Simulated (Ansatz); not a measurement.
# Nb2N(OH)2 MXene monolayer in a perpendicular field

What dipole does a perpendicular field induce in the Nb2N(OH)2 MXene monolayer? A positive field points along +c.

Method: plane-wave DFT, PBE-D3(BJ), Ansatz PAW, in Ansatz 0.2.0.

### Step 1. The starting structure

The cell holds 7 atoms: 2 H, 2 O, 2 Nb and 1 N. Cell: a = 3.079 Å, b = 3.079 Å, c = 44.558 Å, α = 90.0°, β = 90.0°, γ = 120.0°. Vacuum lies along c.

### Step 2. Relaxation

The starting cell is a guess, so the in-plane lattice and the atoms are relaxed first, with the slab cut off from its images along the normal.

input.yaml reads:

```yaml
crystal:
  lattice:
    - [3.079076, 0.0, 0.0]
    - [-1.539538, 2.6665580362, 0.0]
    - [0.0, 0.0, 44.5581836167]
  atoms:
    - { symbol: H, position: [0.3333333333, 0.6666666667, 0.4241645073] }
    - { symbol: O, position: [0.3333333333, 0.6666666667, 0.4461582225] }
    - { symbol: Nb, position: [0.6666666667, 0.3333333333, 0.4727340466], spin: 1.0 }
    - { symbol: "N", position: [0.0, 0.0, 0.5] }
    - { symbol: Nb, position: [0.3333333333, 0.6666666667, 0.5272659534], spin: 1.0 }
    - { symbol: O, position: [0.6666666667, 0.3333333333, 0.5538417775] }
    - { symbol: H, position: [0.6666666667, 0.3333333333, 0.5758354927] }
  periodic: [true, true, false]
magnetization:
  spin_polarized: true
kpoints:
  mp_grid: { grid: [12, 12, 1] }
hamiltonian:
  xc: pbe
  dispersion: d3bj
scf:
  occupations: { method: fermi_dirac, width: 0.05 }
  convergence: { dr2_threshold: 1.0e-09 }
relax:
  f_tol: 0.004
  max_steps: 90
  cell: {}
output:
  write_potential: true
  write_density: true
  volumetric_format: npy
```

Run with:

```
> ansatz run input.yaml --threads 2 --pin off --max-ram 3072MiB --backend cpu --events-out ev --progress --plain --runs-dir out
```

Numbers of over 12 decimals in the logs are rounded to 6 here.

What it wrote:

```text
Warning: relax.cell: scf.convergence.dr2_threshold = 1e-9 eV is looser than the 2.49255156039e-10 eV advised for a relaxation that steers and ends on the stress (1e-10 eV for each atom of the cell: 7, times the square of relax.cell.stress_2d_tol = 0.05 N/m over 16.8 Å (the atoms' height at the walk's start and 5 Å past either face), 2.984e-2 GPa, over a crystal's default 0.05). What an SCF threshold leaves in a stress goes as its square root, and in the free energy as the threshold itself, and one threshold admits the most on a small cell: [figures from the program's tests cut] Set scf.convergence.dr2_threshold to 2.49255156039e-10 eV or tighter. [rest of the remark cut]
Engine: ansatz 0.2.0, aarch64-unknown-linux-gnu
Pseudopotentials: kind: paw
Pseudopotential: H, paw, valence charge 1, recommended cutoff 420 eV (normal), H.paw.azcp
Pseudopotential: O, paw, valence charge 6, recommended cutoff 420 eV (normal), O.paw.azcp
Pseudopotential: Nb, paw, valence charge 13, recommended cutoff 420 eV (normal), Nb.paw.azcp
Pseudopotential: N, paw, valence charge 5, recommended cutoff 420 eV (normal), N.paw.azcp
Functional definition: PBE
  parameter kappa = 0.804
  parameter beta = 0.066725
  exchange = pbe_x(kappa = kappa, mu = beta*pi^2/3)
  correlation = pbe_c(beta = beta)
Crystal: 7 atoms, lattice volume = 365.847 Å³
Basis set: ecut = 420 eV, 7097 PW (Γ), exchange–correlation on 48×48×600 points (8 copies of the dense FFT grid, shifted against one another)
Bands: 31, of which v1, the nominal top of the filled ones, is band 23 counted from 1 (22 counted from 0)
Symmetry: 12 space group operations
Space group: P-3m1 (ITA 164), of the structure as read, at distance tolerance 7.2e-5 Å
Magnetic group: BNS 164.85 (UNI 1315), of the structure as read, at distance tolerance 7.2e-5 Å
k-points: 19 of 144
Non-local potential: H, projectors of the file, l = 0: 2, l = 1: 1
Non-local potential: O, projectors of the file, l = 0: 2, l = 1: 2, l = 2: 1
Non-local potential: Nb, projectors of the file, l = 0: 3, l = 1: 2, l = 2: 2, l = 3: 1
Non-local potential: N, projectors of the file, l = 0: 2, l = 1: 2, l = 2: 1
PAW form: soft (Blöchl's): semilocal exchange-correlation on the pseudo side does not see the compensation charge
PAW one-centre angular grid: H, 110 points (default); XC on 64 Gauss nodes
PAW one-centre angular grid: O, 110 points (default); XC on 64 Gauss nodes
PAW one-centre angular grid: Nb, 590 points (default); XC on 64 Gauss nodes
PAW one-centre angular grid: N, 110 points (default); XC on 64 Gauss nodes
Initial density: superposition of atomic densities (neutral atoms: chi_scale 0, normalization atom)
Starting moments: Σ|m| = 2 μB on 2 of 7 sites
Initial wavefunctions: pseudopotential atomic-orbital guess
Functional: x = pbe(κ = 0.804, μ = 0.219515), c = pbe(β = 0.066725)
SCF iter   1: F=—  HF=-10665.896058 eV  |F-HF|=—  |Δ(HF+E_count)|=         —  Δρ=3.97e-2 (↑3.97e-2 ↓3.71e-2)  dr2=3.07e1  dr2_m=9.31e-2  M=1.042 μB ∫|m|=1.074 μB  β_m=0.30  ethr=3.10e-3  ⟨swp⟩=17.2  Hψ=9734  notcnv=0
Mixer restart at iter 1: flushing history
preconditioner: auto → LDOS  [metal: Δε(μ)=0.028 eV  Ē_g=11.542 eV  σ=0.050 eV  W_gap=0.14  n_scr=26 (ndim 8)  ℏωp=9.7 eV  f_vac=0.789  D(μ)=2.40/eV (n_scr^D=14)]
spin=Collinear: LDOS preconditioning applied to the charge; magnetization (m = ρ↑ − ρ↓) channel mixes plain (no charge-response kernel on spin).
SCF iter   2: F=—  HF=-10660.655726 eV  |F-HF|=—  |Δ(HF+E_count)|=    5.24e0  Δρ=2.43e-2 (↑2.43e-2 ↓2.22e-2)  dr2=1.19e1  dr2_m=4.57e-2  M=1.052 μB ∫|m|=1.082 μB  β_m=0.47  ethr=3.10e-3  ⟨swp⟩=5.2  Hψ=3425  notcnv=0  defer=55
SCF iter   3: F=—  HF=-10658.865755 eV  |F-HF|=—  |Δ(HF+E_count)|=    1.79e0  Δρ=1.05e-2 (↑1.05e-2 ↓7.12e-3)  dr2=1.03e1  dr2_m=3.07e-2  M=0.610 μB ∫|m|=0.666 μB  β_m=0.63  ethr=3.10e-3  ⟨swp⟩=7.5  Hψ=4383  notcnv=0  defer=56
SCF iter   4: F=—  HF=-10658.628779 eV  |F-HF|=—  |Δ(HF+E_count)|=   2.37e-1  Δρ=5.50e-3 (↑5.50e-3 ↓3.39e-3)  dr2=3.04e0  dr2_m=1.28e-2  M=0.599 μB ∫|m|=0.639 μB  β_m=0.76  ethr=3.10e-3  ⟨swp⟩=5.9  Hψ=2665  notcnv=0  defer=46
SCF iter   5: F=—  HF=-10658.547416 eV  |F-HF|=—  |Δ(HF+E_count)|=   8.14e-2  Δρ=2.48e-3 (↑2.48e-3 ↓1.13e-3)  dr2=6.79e-1  dr2_m=5.77e-3  M=0.521 μB ∫|m|=0.545 μB  β_m=0.88  ethr=3.10e-3  ⟨swp⟩=4.0  Hψ=1953  notcnv=0  defer=44
SCF iter   6: F=—  HF=-10658.530848 eV  |F-HF|=—  |Δ(HF+E_count)|=   1.66e-2  Δρ=1.17e-3 (↑1.17e-3 ↓7.62e-4)  dr2=6.68e-2  dr2_m=2.94e-3  M=0.361 μB ∫|m|=0.380 μB  β_m=0.94  ethr=1.51e-3  ⟨swp⟩=4.9  Hψ=2247  notcnv=0  defer=60
SCF iter   7: F=—  HF=-10658.533210 eV  |F-HF|=—  |Δ(HF+E_count)|=         —  Δρ=1.17e-3 (↑1.17e-3 ↓1.15e-3)  dr2=3.75e-3  dr2_m=4.42e-3  M=0.118 μB ∫|m|=0.135 μB  β_m=0.94  ethr=1.49e-4  ⟨swp⟩=5.7  Hψ=2587  notcnv=0  defer=54
SCF iter   8: F=—  HF=-10658.534107 eV  |F-HF|=—  |Δ(HF+E_count)|=   8.98e-4  Δρ=3.34e-4 (↑3.07e-4 ↓3.34e-4)  dr2=3.25e-4  dr2_m=3.23e-4  M=0.042 μB ∫|m|=0.048 μB  β_m=0.97  ethr=8.33e-6  ⟨swp⟩=4.0  Hψ=2859  notcnv=0  defer=44
SCF iter   9: F=—  HF=-10658.534784 eV  |F-HF|=—  |Δ(HF+E_count)|=   6.77e-4  Δρ=6.52e-5 (↑6.52e-5 ↓6.37e-5)  dr2=2.83e-4  dr2_m=3.83e-6  M=0.004 μB ∫|m|=0.006 μB  β_m=0.99  ethr=7.22e-7  ⟨swp⟩=4.3  Hψ=3089  notcnv=0  defer=44
SCF iter  10: F=—  HF=-10658.534895 eV  |F-HF|=—  |Δ(HF+E_count)|=   1.11e-4  Δρ=4.88e-5 (↑4.88e-5 ↓4.42e-5)  dr2=1.95e-4  dr2_m=3.90e-6  M=-0.001 μB ∫|m|=0.003 μB  β_m=0.99  ethr=6.30e-7  ⟨swp⟩=3.6  Hψ=2382  notcnv=0  defer=44
SCF iter  11: F=—  HF=-10658.534925 eV  |F-HF|=—  |Δ(HF+E_count)|=   2.98e-5  Δρ=1.95e-5 (↑1.62e-5 ↓1.95e-5)  dr2=7.28e-6  dr2_m=1.13e-7  M=0.000 μB ∫|m|=0.000 μB  β_m=0.97  ethr=4.34e-7  ⟨swp⟩=2.9  Hψ=1828  notcnv=0  defer=44
SCF iter  12: F=—  HF=-10658.535015 eV  |F-HF|=—  |Δ(HF+E_count)|=   9.02e-5  Δρ=7.56e-6 (↑7.15e-6 ↓7.56e-6)  dr2=1.89e-6  dr2_m=6.78e-9  M=-0.000 μB ∫|m|=0.000 μB  β_m=0.88  ethr=1.62e-8  ⟨swp⟩=3.9  Hψ=2713  notcnv=0  defer=44
SCF iter  13: F=—  HF=-10658.535017 eV  |F-HF|=—  |Δ(HF+E_count)|=   2.04e-6  Δρ=2.47e-6 (↑2.26e-6 ↓2.47e-6)  dr2=2.01e-7  dr2_m=6.97e-9  M=-0.000 μB ∫|m|=0.000 μB  β_m=0.94  ethr=4.20e-9  ⟨swp⟩=3.0  Hψ=2084  notcnv=0  defer=44
SCF iter  14: F=—  HF=-10658.535018 eV  |F-HF|=—  |Δ(HF+E_count)|=   5.38e-7  Δρ=1.29e-6 (↑8.99e-7 ↓1.29e-6)  dr2=1.35e-8  dr2_m=4.56e-10  M=0.000 μB ∫|m|=0.000 μB  β_m=0.83  ethr=4.47e-10  ⟨swp⟩=3.5  Hψ=2362  notcnv=0  defer=44
[...]
relax step  12: F+E_penalty+E_count = -10659.39608443 eV  Δ(F+E_penalty+E_count) = +2.267e-4 eV  max|allowed force component| = 9.532e-4 eV/Å  Δτ_max = 0.0005 Å  P = -0.001 N/m  Ω = 405.462 Å³  energy of the carried Pulay correction = -1.968e-3 eV  fix = [c, alpha, beta]  reactions: c -0.000 N/m  (7 SCF iters, accepted)
iter 1 solved again at ethr=1.12e-7 eV; its pass at ethr=3.10e-3 eV (dr2=5.05e-5 eV) is discarded
SCF iter   1: F=—  HF=-10659.397191 eV  |F-HF|=—  |Δ(HF+E_count)|=         —  Δρ=1.78e-5 (↑1.78e-5 ↓1.78e-5)  dr2=1.98e-6  dr2_m=3.16e-11  M=0.000 μB ∫|m|=0.000 μB  β_m=0.65  ethr=1.12e-7  ⟨swp⟩=7.3  Hψ=14874  notcnv=0
preconditioner: auto → LDOS  [metal: Δε(μ)=0.099 eV  Ē_g=9.114 eV  σ=0.050 eV  W_gap=0.45  n_scr=22 (ndim 8)  ℏωp=9.2 eV  f_vac=0.797  D(μ)=2.40/eV (n_scr^D=14)]
spin=Collinear: LDOS preconditioning applied to the charge; magnetization (m = ρ↑ − ρ↓) channel mixes plain (no charge-response kernel on spin).
SCF iter   2: F=—  HF=-10659.397689 eV  |F-HF|=—  |Δ(HF+E_count)|=   4.97e-4  Δρ=6.15e-6 (↑6.13e-6 ↓6.15e-6)  dr2=1.81e-7  dr2_m=9.06e-12  M=0.000 μB ∫|m|=0.000 μB  β_m=0.47  ethr=4.40e-9  ⟨swp⟩=4.3  Hψ=2578  notcnv=0
SCF iter   3: F=—  HF=-10659.397813 eV  |F-HF|=—  |Δ(HF+E_count)|=   1.25e-4  Δρ=3.71e-6 (↑3.70e-6 ↓3.71e-6)  dr2=1.29e-7  dr2_m=4.62e-12  M=-0.000 μB ∫|m|=0.000 μB  β_m=0.73  ethr=4.03e-10  ⟨swp⟩=3.6  Hψ=1947  notcnv=0
SCF iter   4: F=—  HF=-10659.397915 eV  |F-HF|=—  |Δ(HF+E_count)|=   1.01e-4  Δρ=1.40e-6 (↑1.39e-6 ↓1.40e-6)  dr2=7.11e-8  dr2_m=7.46e-13  M=-0.000 μB ∫|m|=0.000 μB  β_m=0.79  ethr=2.87e-10  ⟨swp⟩=3.8  Hψ=1975  notcnv=0
SCF iter   5: F=—  HF=-10659.397940 eV  |F-HF|=—  |Δ(HF+E_count)|=   2.53e-5  Δρ=5.54e-7 (↑5.50e-7 ↓5.54e-7)  dr2=2.90e-8  dr2_m=1.85e-13  M=-0.000 μB ∫|m|=0.000 μB  β_m=0.89  ethr=1.58e-10  ⟨swp⟩=2.8  Hψ=1863  notcnv=0
SCF iter   6: F=—  HF=-10659.397942 eV  |F-HF|=—  |Δ(HF+E_count)|=   2.34e-6  Δρ=3.00e-7 (↑3.00e-7 ↓2.97e-7)  dr2=6.56e-9  dr2_m=5.43e-14  M=-0.000 μB ∫|m|=0.000 μB  β_m=0.84  ethr=6.45e-11  ⟨swp⟩=2.3  Hψ=1568  notcnv=0
SCF iter   7: F=—  HF=-10659.397943 eV  |F-HF|=—  |Δ(HF+E_count)|=   5.27e-7  Δρ=7.85e-8 (↑7.85e-8 ↓7.82e-8)  dr2=1.85e-9  dr2_m=1.15e-14  M=-0.000 μB ∫|m|=0.000 μB  β_m=0.92  ethr=1.46e-11  ⟨swp⟩=2.9  Hψ=1925  notcnv=0
SCF iter   8: F=-10659.397943 eV  HF=-10659.397943 eV  |F-HF|=2.18e-10  |Δ(HF+E_count)|=   1.86e-8  Δρ=3.45e-8 (↑3.39e-8 ↓3.45e-8)  dr2=1.19e-10  dr2_m=4.75e-15  M=-0.000 μB ∫|m|=0.000 μB  ethr=2.22e-12  ⟨swp⟩=17.0  Hψ=8552  notcnv=0
the starting moments were not kept: the SCF closed with an absolute magnetisation of 7.1e-8 μB, where they sum to 2 μB in size (2 sites). That is at most 0.1 of that sum. Measured as dr2_m measures the in/out step, that magnetisation stands 3.4e-16 eV from none, at or under the dr2_threshold of 1.0e-9 eV: it is no larger than a step whose dr2_m would equal this threshold.
SCF 13 converged in 8 iterations: F = -10659.397943 eV  dr2 = 1.19e-10
relax step  13: F+E_penalty+E_count = -10659.39794284 eV  Δ(F+E_penalty+E_count) = -1.858e-3 eV  max|allowed force component| = 1.215e-3 eV/Å  Δτ_max = 0.0000 Å  P = +0.008 N/m  Ω = 405.462 Å³  fix = [c, alpha, beta]  reactions: c +0.000 N/m  stress off target by 8.24e-3 N/m on what of the cell is left free  SCF on the basis re-selected at this cell (its energy is not comparable with the rows above)  (8 SCF iters)
basis re-selected at this cell: Δ(F+E_penalty+E_count) = -1.858e-3 eV, ΔP = +0.010 N/m vs the last step (what re-selecting the basis moved, of the pressure what is left beyond the Pulay correction that the steps carried, after the strain that the cell walked since its last selection, with what the two solves' SCF thresholds leave and, on support functions, any second-order correction that the steps lacked; it is no m [...]
WARN: The output density's exchange-correlation potential varies sharply where the density is thin. Do not read a vacuum level from v_tot or v_xc, or from such a field of the output density. On a cell that repeats whose density bears no net charge and no dipole along the vacuum's axis use v_es (v_loc + v_h of the components); under efield.dipole_correction with no amplitude use v_es + v_field, which holds any externa [...]
SCF converged after 8 iterations
Magnetization: -0.0000 μB (22.5000 up, 22.5000 down)
Absolute magnetization: 0.0000 μB (∫|ρ↑−ρ↓|, with the PAW one-centre terms)
Spin contamination: 0.0000 ħ² per cell (⟨S²⟩ above its minimum at these occupations)
Per-site moments (μB) at R_I (Å): [(-2.1060874658286334e-9, 0.402624), (2.1988008967093156e-9, 0.402624), (-3.509814344604299e-9, 0.883336), (3.93316597789053e-9, 0.883336), (-3.5098143370030872e-9, 0.883336), (2.1988008729738812e-9, 0.402624), (-2.1060874722078834e-9, 0.402624)]
Free energy (F): -10659.397943 eV
Harris-Foulkes:  -10659.397943 eV  (|F-HF|=2.18e-10)
Internal energy: -10659.378060 eV  (E = F + TS)
E sigma→0 (E₀):  -10659.388002 eV
Entropy (-TS):   -0.019883 eV (-2.840 meV/atom)
Fermi energy:    -2.443708 eV
--- Per-component energies (eV) ---
  E_band       = -986.731060
  E_kinetic    = 1303.773050
  E_local      = -188108.058143  (includes V_loc(G=0)·N_el)
  E_nonlocal   = 384.775516
  E_hartree    = 93227.158728
  E_xc         = -576.960279
  E_vxc        = -714.317109  (∫ρ·V_xc dr)
  E_paw        = -6591.966471  (= ΣΔE_a)
  E_vpaw       = -307.224466  (= ΣTr[D̂ρ^β])
  E_aug_tail   = 0.002685  (compensation charges beyond the density's cutoff)
  E_ewald      = 89703.283266
  E_disp       = -1.386412  (pairwise vdW)
  E_smearing   = -0.019883  (= −TS)
  E_closure    = -0.000000  (closes the sum)
  Σ components = -10659.397943   (vs F -10659.397943, Δ=0.00e0)
--- Forces (eV/Å), atoms counted from 1 ---
  atom   1  H      0.00000000     0.00000000     0.00121508
  atom   2  O      0.00000000     0.00000000    -0.00056043
  atom   3  Nb    -0.00000000    -0.00000000    -0.00014840
  atom   4  N      0.00000000     0.00000000     0.00000000
  atom   5  Nb     0.00000000     0.00000000     0.00014840
  atom   6  O      0.00000000    -0.00000000     0.00056043
  atom   7  H      0.00000000    -0.00000000    -0.00121508
  max |Σ_I F_I| component: 9.25e-18 eV/Å
--- 2D stress c σ (N/m, compression-positive) ---
        0.008245       0.000000      -0.000000
        0.000000       0.008245       0.000000
       -0.000000       0.000000       0.000000
  P = ½ c Tr σ = 0.0082 N/m
--- Band table (eV; the first three rows and the last of 38) ---
  k-point 0 ↑: bands = [... 19 lower, -7.4051, -4.6235, -4.6235, -2.9350, -2.6969, -2.6055, -2.2166, -1.0223, ... 4 higher]
  k-point 1 ↑: bands = [... 19 lower, -7.5110, -4.7581, -4.4594, -2.9304, -2.5684, -2.5052, -2.0700, -1.1164, ... 4 higher]
  k-point 2 ↑: bands = [... 19 lower, -7.7243, -5.1081, -4.0364, -2.9812, -2.4040, -2.1127, -1.6430, -1.1772, ... 4 higher]
  k-point 18 ↓: bands = [... 19 lower, -8.4140, -3.9353, -3.9353, -3.4590, -0.8704, -0.8704, -0.2168, 0.8295, ... 4 higher]
  the weakly bound empty levels are not read free of the cell's end (no_gap_told)
--- Relaxed structure (11 steps of the walk, 10 accepted, 2 SCFs on fresh bases) ---
  F+E_penalty+E_count = -10659.39794284 eV   max|allowed force component| = 1.215e-3 eV/Å   (the final SCF, on the basis selected at the relaxed cell)
  cell:  # Å, volume = 405.4621 Å³
    - [3.241500, 0.0, 0]
    - [-1.620750, 2.807222, 0]
    - [0, 0, 44.5581836167]
  atoms:
    - { symbol: H, position: [0.333333, 0.666667, 0.425362] }
    - { symbol: O, position: [0.333333, 0.666667, 0.447267] }
    - { symbol: Nb, position: [0.666667, 0.333333, 0.476642] }
    - { symbol: N, position: [0, 0, 0.5] }
    - { symbol: Nb, position: [0.333333, 0.666667, 0.523358] }
    - { symbol: O, position: [0.666667, 0.333333, 0.552733] }
    - { symbol: H, position: [0.666667, 0.333333, 0.574638] }
```

Elapsed: 4.4 min, on 2 threads of Arm Neoverse V1, shared host; peak memory 0.91 GiB.

Step by step:

| step | energy less that of the first step (eV) | largest force component (eV/Å) | volume (Å³) |
| --- | --- | --- | --- |
| 1 | 0.0000 | 2.7448 | 365.85 |
| 2 | -0.4779 | 0.2927 | 366.42 |
| 3 | -0.4856 | 0.2841 | 369.36 |
| 4 | -0.5212 | 1.1296 | 373.92 |
| 5 | -0.7941 | 0.3477 | 392.37 |
| 6 | -0.7829 | 0.8145 | 407.05 |
| 7 | -0.8153 | 0.1339 | 400.69 |
| 8 | -0.8161 | 0.0230 | 402.59 |
| 9 | -0.8162 | 0.0034 | 402.54 |
| 10* | -0.8613 | 0.0060 | 402.54 |
| 11 | -0.8613 | 0.0060 | 405.09 |
| 12 | -0.8611 | 0.0010 | 405.46 |
| 13* | -0.8629 | 0.0012 | 405.46 |

Relaxation steps marked * repeat the geometry before them on a plane-wave basis chosen anew for their cell, so energy and pressure can jump there. Relaxation step 6 was tried and not accepted.

Forces are held to the 12 operations that the run works with; a distortion that breaks them can't arise in this run.

| cell as run | before | after | change |
| --- | --- | --- | --- |
| a (Å) | 3.079 | 3.242 | +5.3 % |
| b (Å) | 3.079 | 3.242 | +5.3 % |

The atoms that moved most (Å, along periodic axes as changes of fractional coordinates times the final cell, across vacuum about the mean position):

| atom | dx | dy | dz | length |
| --- | --- | --- | --- | --- |
| Nb3 | 0.000 | 0.000 | 0.174 | 0.174 |
| Nb5 | 0.000 | 0.000 | -0.174 | 0.174 |
| H1 | 0.000 | 0.000 | 0.053 | 0.053 |
| H7 | 0.000 | 0.000 | -0.053 | 0.053 |
| O6 | 0.000 | 0.000 | -0.049 | 0.049 |
| O2 | 0.000 | 0.000 | 0.049 | 0.049 |

Numbers from this step:

```yaml
energy_at_zero_smearing: -10659.3880 eV
```

The lattice constant a goes from 3.079 to 3.242 Å.

[end of part 1 of 2]

[Logs are printed without paths, hosts, clocks, repeated set-up lines and the standing remarks that a program may print on its own settings, such as how far it seeks lower states.]

[Hosts, paths, dates, database ids (printed as entryN), source tags and the programs' standing remarks are cut or masked in the printed files.]

[Maps of the electrostatic potential energy from Ansatz leave out the sawtooth potential of an applied field or a dipole correction, so their vacuum need not be flat; planar profiles and work functions include it.]
